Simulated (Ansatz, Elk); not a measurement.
# How far do independent atoms describe TlGa2FeN2?

Structure refinements treat a crystal as free atoms side by side. For a made-up structure of TlGa2FeN2 (cell and positions from a PBEsol relaxation) the runs below show what the calculated density changes in F(hkl).

Calculated with Elk 11.2.3 (patched build); DFT, PBE, all-electron APW+lo, Dirac cores, scalar-relativistic bands, static density, ferromagnetic start.

This account leaves out most program logs.

The structure was built from a prototype and need not be the compound's stable phase.

## 1. The starting structure

It takes space group P-4m2 (No. 115, tetragonal). The conventional cell has a = 3.419 Å, b = 3.419 Å, c = 6.978 Å, α = 90.00°, β = 90.00°, γ = 90.00°. Nearest to Tl lie 4 Fe at 2.42 Å. Nearest to Ga lie 5 N at 1.94 to 2.42 Å. Nearest to Fe lie 4 Tl at 2.42 Å. Nearest to N lie 5 Ga at 1.94 to 2.42 Å. Farther neighbours and most contacts between anions are not listed.

## 2. Ground state and structure factors

An all-electron density is needed, since X-rays see the cores too. Task 0 finds the density and task 195 Fourier-transforms it; tshift is off so that phases refer to the origin typed.

The input, elk.in:

```
tasks
  0
  195
  196

xctype
  20

spinpol
  .true.

rgkmax
  7.0

gmaxvr
  14.0

lmaxo
  7

lmaxapw
  8

swidth
  0.002

tshift
  .false.

ramdisk
  .false.

hmaxvr
  5.5

maxscl
  120

epspot
  1e-06

reducebf
  0.8

sppath
  './'

avec
  6.46142454794 -0.00000000000 0.00000000000
  -0.00000000000 6.46142454794 0.00000000000
  0.00000000000 0.00000000000 13.18719273695

atoms
  4
  'Tl.in'
  1
  0.5000000000 0.5000000000 0.0000000000   0.000000 0.000000 0.000000
  'Ga.in'
  2
  -0.0000000000 0.5000000000 0.6366028216   0.000000 0.000000 0.000000
  0.5000000000 0.0000000000 0.3633971784   0.000000 0.000000 0.000000
  'Fe.in'
  1
  -0.0000000000 -0.0000000000 0.0000000000   0.000000 0.000000 -0.110000
  'N.in'
  2
  -0.0000000000 0.5000000000 0.3579269609   0.000000 0.000000 0.000000
  0.5000000000 0.0000000000 0.6420730391   0.000000 0.000000 0.000000

ngridk
  6 6 3
```

The run is started by

```console
$ OMP_NUM_THREADS=4 elk
```

Elapsed: 7.6 min, on 4 threads of Arm Neoverse V1, shared host; peak memory 0.63 GiB; 27 min of CPU time.

SFACRHO.OUT:

```text

h k l indices transformed by vhmat matrix:
   1.000000000       0.000000000       0.000000000    
   0.000000000       1.000000000       0.000000000    
   0.000000000       0.000000000       1.000000000    

      h      k      l  multipl.   |H|            Re(F)            Im(F)           |F|

      0      0      0      1   0.0000000       183.00000     -0.91956543E-16   183.00000    
      0      0     -1      2  0.47646117       56.308354      0.17191417E-13   56.308354    
      0      0     -2      2  0.95292234       85.472141      0.10505866E-13   85.472141    
      0      1      0      4  0.97241487      -50.998094      0.12410600E-13   50.998094    
      0      1      1      4   1.0828693      -50.269973       31.253886       59.193543    
     -1      0      1      4   1.0828693      -50.269973      -31.253886       59.193543    
      0     -1      2      4   1.3614888      -48.410893      -39.588390       62.536831    
      0      1     -2      4   1.3614888      -48.410893       39.588390       62.536831    
     -1     -1      0      4   1.3752023       29.342354      0.99948038E-14   29.342354    
      0      0     -3      2   1.4293835       136.24656     -0.62796425E-13   136.24656    
      1     -1     -1      8   1.4554026       123.66294     -0.42978542E-14   123.66294    
     -1      1      2      8   1.6730936       91.093882     -0.71630903E-14   91.093882    
      0      1     -3      4   1.7287938      -45.901756      -21.061571       50.503079    
     -1      0     -3      4   1.7287938      -45.901756       21.061571       50.503079    
      0      0     -4      2   1.9058447       31.204919      0.10434235E-12   31.204919    
      2      0      0      4   1.9448297       128.17712     -0.21006487E-13   128.17712    
      1     -1     -3      8   1.9835117       35.897680      0.67094279E-13   35.897680    
      0     -2      1      4   2.0023431       45.428906      0.25771244E-01   45.428913
```

Elk indexes on the primitive cell of elk.in and gives |H| = 4π sin θ/λ in inverse bohr. Below, one row stands for each form hkl of the conventional cell (m members, Friedel mates merged), F is for one primitive cell and the density is static (no thermal factor). Free-atom factors are Waasmaier and Kirfel's, and R is Σm||F|−|F'||/Σm|F|.

```tsv
hkl	m	sin θ/λ (Å⁻¹)	abs F, DFT	neutral atoms	diff.	abs of complex diff.
001	2	0.072	56.308	56.284	+0.025	0.025
002	2	0.143	85.472	85.325	+0.147	0.147
100	4	0.146	50.998	51.252	-0.254	0.254
101	8	0.163	59.194	59.649	-0.455	0.531
102	8	0.205	62.537	63.063	-0.526	0.663
110	4	0.207	29.342	29.815	-0.473	0.473
003	2	0.215	136.247	136.067	+0.180	0.180
111	8	0.219	123.663	123.782	-0.119	0.119
112	8	0.252	91.094	91.328	-0.234	0.234
103	8	0.260	50.503	50.656	-0.153	0.193
004	2	0.287	31.205	30.976	+0.229	0.229
200	4	0.292	128.177	128.611	-0.434	0.434
113	8	0.298	35.898	35.730	+0.168	0.168
201	8	0.301	45.429	45.510	-0.081	0.085
104	8	0.322	44.227	44.324	-0.097	0.107
202	8	0.326	67.768	67.781	-0.013	0.029
210	8	0.327	43.130	43.089	+0.041	0.041
211	16	0.335	50.238	50.210	+0.028	0.072
114	8	0.353	114.798	115.031	-0.233	0.233
212	16	0.357	53.655	53.663	-0.008	0.041
005	2	0.358	88.897	89.130	-0.233	0.233
203	8	0.363	108.617	108.875	-0.258	0.258
```

## 3. The magnetisation density

The same run holds the spin density, and task 196 transforms it. The order is that of the start, and no other was tried.

SFACMAG_1.OUT:

```text

h k l indices transformed by vhmat matrix:
   1.000000000       0.000000000       0.000000000    
   0.000000000       1.000000000       0.000000000    
   0.000000000       0.000000000       1.000000000    

      h      k      l  multipl.   |H|            Re(F)            Im(F)           |F|

      0      0      0      1   0.0000000       2.3437884     -0.85916853E-17   2.3437884    
      0      0     -1      2  0.47646117       2.1093613      0.52230867E-16   2.1093613    
      0      0     -2      2  0.95292234       1.8509718     -0.11192329E-16   1.8509718    
      0      1      0      4  0.97241487       2.0605833      0.20171271E-16   2.0605833    
      0      1      1      4   1.0828693       1.8886692     -0.87326805E-01   1.8906870    
     -1      0      1      4   1.0828693       1.8886692      0.87326805E-01   1.8906870    
      0     -1      2      4   1.3614888       1.5694935      0.58760226E-01   1.5705931    
      0      1     -2      4   1.3614888       1.5694935     -0.58760226E-01   1.5705931    
     -1     -1      0      4   1.3752023       1.6569052      0.48877835E-17   1.6569052    
      0      0     -3      2   1.4293835       1.4280711     -0.68086666E-16   1.4280711    
      1     -1     -1      8   1.4554026       1.6226654      -0.0000000       1.6226654    
     -1      1      2      8   1.6730936       1.3140867     -0.35442374E-16   1.3140867    
      0      1     -3      4   1.7287938       1.1698277     -0.63916459E-03   1.1698279    
     -1      0     -3      4   1.7287938       1.1698277      0.63916459E-03   1.1698279    
      0      0     -4      2   1.9058447      0.92349226      0.91404017E-16  0.92349226    
      2      0      0      4   1.9448297       1.2309650      0.95917275E-17   1.2309650
```

The total moment is 2.34 μB a cell; sphere moments: Tl1 -0.05, Ga2 -0.02, Ga3 -0.02, Fe4 +2.28, N5 +0.04, N6 +0.04 μB. Polarised neutrons measure spin and orbital magnetisation together; without spin-orbit coupling the run gives the spin part:

```tsv
hkl	sin θ/λ (Å⁻¹)	abs F_M (μB)
001	0.072	2.109
002	0.143	1.851
100	0.146	2.061
101	0.163	1.891
102	0.205	1.571
110	0.207	1.657
003	0.215	1.428
111	0.219	1.623
112	0.252	1.314
103	0.260	1.170
004	0.287	0.923
200	0.292	1.231
113	0.298	0.966
201	0.301	1.118
```

## 4. The highest occupied states alone

An energy window below the Fermi level keeps the highest occupied states, to see at which angles they scatter; shallow core shells can lie inside it and anion s states outside. No new self-consistency is needed.

elk.in: that of step 2 with these lines changed.

```diff
@@ -1,5 +1,3 @@
 tasks
-  0
   195
-  196
 
@@ -44,2 +42,5 @@
 
+wsfac
+  -0.253800 0.597440
+
 sppath
```

The run is started by

```console
$ OMP_NUM_THREADS=4 elk
```

Run time: 17 s. Hardware: 4 threads; peak memory 0.36 GiB; 29 s of CPU time.

States within 15 eV below the Fermi level hold 53.00 electrons; any levels below the window count with the cores. Their amplitudes can exceed the total, where window and core parts have opposite phase:

```tsv
hkl	sin θ/λ (Å⁻¹)	abs F, window	abs F, all
001	0.072	0.405	56.308
002	0.143	8.898	85.472
100	0.146	2.404	50.998
101	0.163	7.564	59.194
102	0.205	9.241	62.537
110	0.207	9.836	29.342
003	0.215	24.528	136.247
111	0.219	19.448	123.663
112	0.252	9.181	91.094
103	0.260	5.183	50.503
```

## 5. Another functional

The difference from free atoms is small, so it is set against the change that LDA (Perdew-Wang) makes.

elk.in: that of step 4 with these lines changed.

```diff
@@ -1,6 +1,8 @@
 tasks
+  0
   195
+  196
 
 xctype
-  20
+  3
 
@@ -42,5 +44,2 @@
 
-wsfac
-  -0.253800 0.597440
-
 sppath
```

The run is started by

```console
$ OMP_NUM_THREADS=4 elk
```

Wall time 3.8 min (4 threads); peak memory 0.31 GiB.

Against the first run R = 0.02 %; the largest change is -0.060 at 114. The moment goes from 2.34 to 2.26 μB.

## 6. Basis size

The basis and the expansions that go with it are enlarged, to see whether the differences are converged.

elk.in: that of step 5 with these lines changed.

```diff
@@ -6,3 +6,3 @@
 xctype
-  3
+  20
 
@@ -12,12 +12,12 @@
 rgkmax
-  7.0
+  8.5
 
 gmaxvr
-  14.0
+  18.0
 
 lmaxo
-  7
+  9
 
 lmaxapw
-  8
+  10
```

The run is started by

```console
$ OMP_NUM_THREADS=4 elk
```

Elapsed: 14 min, on 4 threads; peak memory 0.84 GiB.

## 7. Settings against the effect

```tsv
run	R against the first run (%)	R against neutral atoms, low angle (%)	wall time
PBE, rgkmax 7	0.00	0.39	7.6 min
LDA (Perdew-Wang)	0.02	0.40	3.8 min
```

## 8. Outcome

| Quantity | Value |
| --- | --- |
| R against neutral atoms, sin θ/λ < 0.3 Å⁻¹ | 0.39 % |
| R against neutral atoms, 0.3 to 0.82 Å⁻¹ | 0.10 % |

In words: Independent neutral atoms miss the calculated amplitudes by R = 0.39 % below 0.3 Å⁻¹ and 0.10 % from there to 0.82 Å⁻¹; by shells, 0.28 % below 0.15 Å⁻¹ (3 forms), 0.41 % 0.15 to 0.3 (10 forms), 0.11 % 0.3 to 0.45 (20 forms), 0.09 % above 0.45 (116 forms). Bonding, aspherical density and the tables' own atoms all enter these figures, and the runs don't part them. The largest change of an amplitude is -0.53 electrons, at 102. R counts amplitudes alone; phases shift too. The magnetic order is that of the start. No other order was tried here, and an antiferromagnetic one would change or move the magnetic intensity. The window's part falls from 53.0 electrons at the origin to at most 6.69 between 0.45 and 0.82 Å⁻¹, where compact states inside the window still scatter. The window holds more than the 27 outer electrons of the free atoms, so shallow core shells lie inside it. Below 0.3 Å⁻¹ the changes that finished (LDA (Perdew-Wang)) move F by R = 0.03 % at most, against the 0.39 % that separates it from free atoms. The magnetic factors move by R = 4.0 % (LDA (Perdew-Wang)), so they aren't settled to better than that. The basis has no finished test. The k-mesh has no finished test. Spin-orbit coupling is left out, which can matter for elements this heavy. Part of the difference isn't bonding: the tables are fits to free atoms and ions calculated by other methods than this functional. Thermal motion, anomalous dispersion and extinction are left out.

[Logs are printed without paths, hosts, clocks, repeated set-up lines and the standing remarks that a program may print on its own settings, such as how far it seeks lower states.]

[Hosts, paths, dates, database ids (printed as entryN), source tags and the programs' standing remarks are cut or masked in the printed files.]
